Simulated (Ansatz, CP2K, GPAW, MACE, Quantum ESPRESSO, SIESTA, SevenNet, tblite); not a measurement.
# How far do other methods lie from plane waves? Ta2H10C4Cl8O3 (P2_1/c) (108 atoms)

One geometry of Ta2H10C4Cl8O3 (P2_1/c) (108 atoms) is solved by several programs and methods. How far do their forces lie from a plane-wave PBE run?

Results are calculated, not measured.

### 1. The cell

The cell holds 108 atoms (8 Ta, 40 H, 16 C, 32 Cl and 12 O), with edges of 6.64, 26.01 and 10.65 Å. Recipe: Ta2H10C4Cl8O3, space group P2_1/c, structure from the Crystallography Open Database, 1 x 1 x 1 conventional cells; every coordinate displaced by a Gaussian of 0.02 Å; bonds to H set to neutron lengths (C-H 1.089, N-H 1.015, O-H 0.983, B-H 1.19 Å) where the listed ones are shorter Then every atom was moved at random, 0.05 Å r.m.s. a Cartesian component (hydrogen 0.6 of that). The density is 2.98 g/cm³.

### 2. The reference input

Quantum ESPRESSO 7.5: Kohn-Sham DFT, PBE, SSSP efficiency 1.3.0 pseudopotentials, plane waves. Its input, pw.in:

```
&control
  calculation = 'scf'
  pseudo_dir = './pseudo'
  outdir = './tmp'
  disk_io = 'none'
  tprnfor = .true.
  tstress = .true.
/
&system
  ibrav = 0
  nat = 108
  ntyp = 5
  ecutwfc = 60
  ecutrho = 480
  nosym = .true.
  occupations = 'smearing'
  smearing = 'fd'
  degauss = 0.003675
/
&electrons
  conv_thr = 5.4e-07
  electron_maxstep = 100
  mixing_beta = 0.2
  mixing_mode = 'local-TF'
  diagonalization = 'david'
/
ATOMIC_SPECIES
Ta 180.948 Ta.upf
H 1.008 H.upf
C 12.011 C.upf
Cl 35.450 Cl.upf
O 15.999 O.upf
CELL_PARAMETERS angstrom
6.63880 0.00000 0.00000
0.00000 26.00830 0.00000
-4.37581 0.00000 9.71248
ATOMIC_POSITIONS crystal
Ta 0.43901 0.89527 0.16185
Ta 0.54477 0.39227 0.33195
Ta 0.56991 0.10833 0.83584
Ta 0.42979 0.60803 0.66325
[... 102 atom lines left out ...]
O 0.41627 0.15795 0.25238
O 0.58866 0.65794 0.24939
K_POINTS gamma
```

```console
$ OMP_NUM_THREADS=1 mpirun -np 4 pw.x -in pw.in > output.txt
```

Elapsed: 11 min, on 4 MPI ranks of Arm Neoverse V1, shared host; peak memory 7.4 GiB.

It converged with an r.m.s. force component of 2.0 eV/Å and a pressure of 4.3 GPa.

Its highest filled and lowest empty levels lie 2.15 eV apart on its k-points.

### 3. What was run beside it

- CP2K 2026.2: Gaussian basis with GTH pseudopotentials and a plane-wave density; labels give functional, basis (MOLOPT sets; SR short-range, UZH the newer set with its own potentials), grid cutoff/relative cutoff and solver (OT: orbital transformation; TRS4, TC2, SIGN: linear-scaling purification with its sparsity filter), or its built-in tight binding.
- GPAW 26.7.0: PAW with atomic orbitals (LCAO), plane waves or a real-space grid of spacing h.
- MACE: machine-learned potential, published weights.
- Quantum ESPRESSO 7.5: plane waves; labels (QE) give functional, pseudopotential set and cutoffs of waves/density.
- SIESTA 5.4.2: numerical atomic orbitals, whose automatically made sets are far from complete, with PseudoDojo norm-conserving potentials that we converted to its format (checked against plane waves on the same files for H, C, O, Si, Ge and Ca alone); labels give functional, basis size, energy shift and mesh cutoff.
- SevenNet: machine-learned potential, published weights.
- tblite 0.8.0: extended tight binding, driven from Python.

All use the same cell and atoms, and the electronic-structure runs the same k-mesh.

### 4. All runs compared

Differences are against the reference: forces as r.m.s. over components, share as that over the reference's r.m.s. force, slope as the fitted ratio of a run's forces to the reference's.

```tsv
run	Δ force, r.m.s. (meV/Å)	share (%)	slope	Δ pressure (GPa)	Δ gap (eV)	cores	CPU time	memory (GiB)
reference	-	-	-	-	-	4	44 min	7.4
CP2K PBE, DZVP-UZH, 300/50 Ry, diagonalisation (coarse)	151	7.53	1.003	-0.334	-0.0811	4	12 min	3.4
CP2K PBE, DZVP-UZH, 600/50 Ry, diagonalisation	153	7.61	1.002	-0.352	-0.0808	4	13 min	6.4
GPAW PBE, LCAO dzp, h 0.18 Å	302	15.1	1.095	-	-0.179	2	2.4 min	1.7
GPAW PBE, LCAO dzp, h 0.25 Å (coarse)	393	19.6	1.098	-	-0.176	1	79 s	0.76
GPAW PBE, LCAO sz(dzp), h 0.18 Å (coarse)	1668	83.2	1.403	-	-0.620	1	55 s	1.2
GPAW RPBE, LCAO dzp, h 0.18 Å	319	15.9	1.107	-	-0.162	2	2.4 min	1.8
MACE MP-0b3 medium potential	192	9.55	0.973	0	-	1	8.1 s	1.2
QE PBE, sssp-1.3.0-efficiency, 25/200 Ry (coarse)	203	10.1	1.035	-15.7	-0.0033	2	10 min	2.0
SIESTA PBE, DZP, shift 0.002 Ry, mesh 500 Ry	423	21.1	1.116	1.83	-0.269	4	13 min	3.5
SIESTA PBE, DZP, shift 0.01 Ry, mesh 500 Ry	360	17.9	1.103	-0.357	-0.300	2	6.2 min	2.1
SevenNet 0 potential	259	12.9	0.942	-0.574	-	1	8.1 s	1.0
SevenNet l3i5 potential	179	8.91	0.955	-0.868	-	1	10 s	1.6
tblite GFN1-xTB	496	24.7	0.939	-5.00	-	1	7 s	0.18
```

Rows marked coarse use a setting chosen to be so.

Times of the machine-learned potentials are mostly Python's start and the loading of weights.

CPU time is summed over cores on shared hosts, so it is rough.

### 5. What came out

Forces lie from 7.5 % (CP2K PBE, DZVP-UZH, 300/50 Ry, diagonalisation, coarse) to 83 % (GPAW PBE, LCAO sz(dzp), h 0.18 Å, coarse) of the reference's r.m.s. force of 2.0 eV/Å away from it. The PBE runs in local orbitals, coarse settings apart, differ by 7.6 % (CP2K PBE, DZVP-UZH, 600/50 Ry, diagonalisation) to 21 % (SIESTA PBE, DZP, shift 0.002 Ry, mesh 500 Ry); basis, grid and potentials can all enter. Tight binding differs by 25 % (tblite GFN1-xTB); it is another model, with fitted parameters of its own, and the xTB methods hold dispersion. Machine-learned potentials differ by 8.9 % (SevenNet l3i5 potential) to 13 % (SevenNet 0 potential); they were trained on other programs' data.

Rows with another functional or a dispersion term differ by 16 % (GPAW RPBE, LCAO dzp, h 0.18 Å), which mixes the change of model with differences of basis and potentials. Runs with settings chosen to be coarse differ by 7.5 % (CP2K PBE, DZVP-UZH, 300/50 Ry, diagonalisation) to 83 % (GPAW PBE, LCAO sz(dzp), h 0.18 Å), their programs' other errors included. SIESTA PBE, DZP, shift 0.002 Ry, mesh 500 Ry stiffens the forces by a factor of 1.12 while following their directions (correlation 0.988); the slopes of the 2 SIESTA runs lie between 1.10 and 1.12. From CP2K PBE, DZVP-UZH, 300/50 Ry, diagonalisation to the finer CP2K PBE, DZVP-UZH, 600/50 Ry, diagonalisation the share goes from 7.53 to 7.61 %, so the grid isn't what parts these runs from the reference. From GPAW PBE, LCAO dzp, h 0.25 Å to the finer GPAW PBE, LCAO dzp, h 0.18 Å the share falls from 20 to 15 %. Pressures at PBE, coarse settings apart, lie -0.36 to +1.83 GPa from the reference's. Gaps at PBE, coarse settings apart, lie -0.30 to -0.08 eV from the reference's, on k-points that hold the band edges only if these fold onto them.

**Limits.** Periodic xTB results under one method name differ between programs and library versions. With short bonds to hydrogen, sets of potentials differ among themselves by several per cent in forces even at converged cutoffs, so the reference isn't exact here either. The reference's pressure holds the uncorrected Pulay stress of its 60 Ry basis, so small pressure differences, may be the reference's own error. Machine-learned potentials mimic data converged in k, so the reference's own k-point error enters their differences. The reference's PBE has no dispersion term, which matters for the binding between molecules or layers. The electronic-structure runs sample only Γ, in a cell whose shortest periodic width is 6 Å. Spin–orbit coupling is left out, which matters for the levels of the heavy elements. The reference's pressure of 4.3 GPa reflects the volume that the recipe set, positions that aren't this level's minimum and the coarse k-sampling. Where levels are smeared, the DFT runs use Fermi–Dirac occupations at 580 K (0.05 eV), and energies are free energies. The atoms were displaced at random, and shares hang on the size of the forces that this gives. The reference's cutoffs and mesh weren't converged further here.

[Long decimals in the printed logs are rounded to 6 places.]

[Logs are printed without paths, hosts, clocks, repeated set-up lines and the standing remarks that a program may print on its own settings, such as how far it seeks lower states.]

[Hosts, paths, dates, database ids (printed as entryN), source tags and the programs' standing remarks are cut or masked in the printed files.]

[Only finished runs are shown, without SIESTA runs on faulty potentials for Cu, Fe, Ni or Zn; cells were taken only where this reference lay near another plane-wave run.]
